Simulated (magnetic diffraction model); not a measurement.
## Ce2BeCu2 below its ordering temperature

Space group P4/mbm (no. 127), a = 7.3490 Å, c = 3.5510 Å.

```
site  atom       x       y    z
  4h    Ce  0.6734  0.1734  1/2
  4g    Cu  0.3769  0.1231    0
  2a    Be       0       0    0
```

This is a made-up structure (elements placed in a structure type, unrelaxed), so the numbers test the method and describe no known phase.

Only Ce is taken to order (form factors of Ce3+); orders and moment sizes are assumed, and not adapted to the symmetry. Radiation: neutrons of λ = 4.2 Å, 5° to 100°; isotropic B of 0.58 Å² (Ce), 0.65 Å² (Cu) and 0.89 Å² (Be). Simulated constant-wavelength pattern: nuclear and magnetic terms add, the magnetic one as |2.695 fm × Σ f S⊥ exp(2πi Q·r) exp(−B s²)|², summed over all Q at one angle with the factor 1/(sin²θ cos θ). For collinear order S is the moment m, which repeats by lattice and centring translations R with the sign exp(−2πi k·R). Free-ion form factors, Sears's scattering lengths of 1992, no absorption; a label names one of the reflections at its angle. The strongest nuclear line in the range is 100, and lines under 0.2 are left out.

Above the ordering temperature:

```csv
2θ (°),index,I
47.67,(1 1 0),10.2
69.71,(2 0 0),7.7
72.51,(0 0 1),100.0
79.43,(2 1 0),27.3
91.50,(1 1 1),6.2
```

Below it (cell unchanged):

```csv
2θ (°),I
38.34,3.7
47.67,10.2
51.61,28.2
62.76,19.8
69.71,7.7
72.51,100.0
72.88,7.5
79.43,27.3
82.47,17.7
91.50,6.2
```

**Question.** Check that the new lines index with k = (1/2 0 1/2), then choose among these models:
A. collinear moments along [010], 1.3 μB on Ce; signs + at (0.6734, 0.1734, 1/2), + at (0.1734, 0.3266, 1/2), + at (0.8266, 0.6734, 1/2), + at (0.3266, 0.8266, 1/2)
B. collinear moments along [001], 1.3 μB on Ce; signs + at (0.6734, 0.1734, 1/2), + at (0.1734, 0.3266, 1/2), + at (0.8266, 0.6734, 1/2), + at (0.3266, 0.8266, 1/2)
C. collinear moments along [010], 1.3 μB on Ce; signs + at (0.6734, 0.1734, 1/2), − at (0.1734, 0.3266, 1/2), − at (0.8266, 0.6734, 1/2), − at (0.3266, 0.8266, 1/2)
D. collinear moments along [001], 1.3 μB on Ce; signs + at (0.6734, 0.1734, 1/2), − at (0.1734, 0.3266, 1/2), − at (0.8266, 0.6734, 1/2), − at (0.3266, 0.8266, 1/2)

The new lines index as (1/2 0 1/2) at 38.34°, (1/2 1 1/2) at 51.61°, (3/2 0 1/2) at 62.76° and (3/2 1 1/2) at 72.88°, that is as H ± k with k = (1/2 0 1/2), one of 2 inequivalent arms of its star (k and −k counted as one), which a powder can't tell apart. Half indices mean that the moments reverse under translations with k·R a half-integer, and the magnetic cell has twice the primitive volume.

Magnetic intensity, observed (below minus above) and for each model:

| 2θ (°) | index | observed | A | B | C | D |
| --- | --- | --- | --- | --- | --- | --- |
| 38.34 | (1/2 0 1/2) | 3.7 | 68.2 | 12.9 | 19.4 | 3.7 |
| 51.61 | (1/2 1 1/2) | 28.2 | 2.7 | 2.5 | 29.8 | 28.2 |
| 62.76 | (3/2 0 1/2) | 19.8 | 16.5 | 11.2 | 29.1 | 19.8 |
| 72.88 | (3/2 1 1/2) | 7.5 | 15.4 | 15.0 | 7.6 | 7.5 |
| 82.47 | (1/2 2 1/2) | 17.7 | 8.9 | 28.8 | 5.5 | 17.7 |

Model D matches.

The structure used: k = (1/2 0 1/2), collinear moments along [001], 1.3 μB on Ce; signs + at (0.6734, 0.1734, 1/2), − at (0.1734, 0.3266, 1/2), − at (0.8266, 0.6734, 1/2), − at (0.3266, 0.8266, 1/2).

[Logs are printed without paths, hosts, clocks, repeated set-up lines and the standing remarks that a program may print on its own settings, such as how far it seeks lower states.]
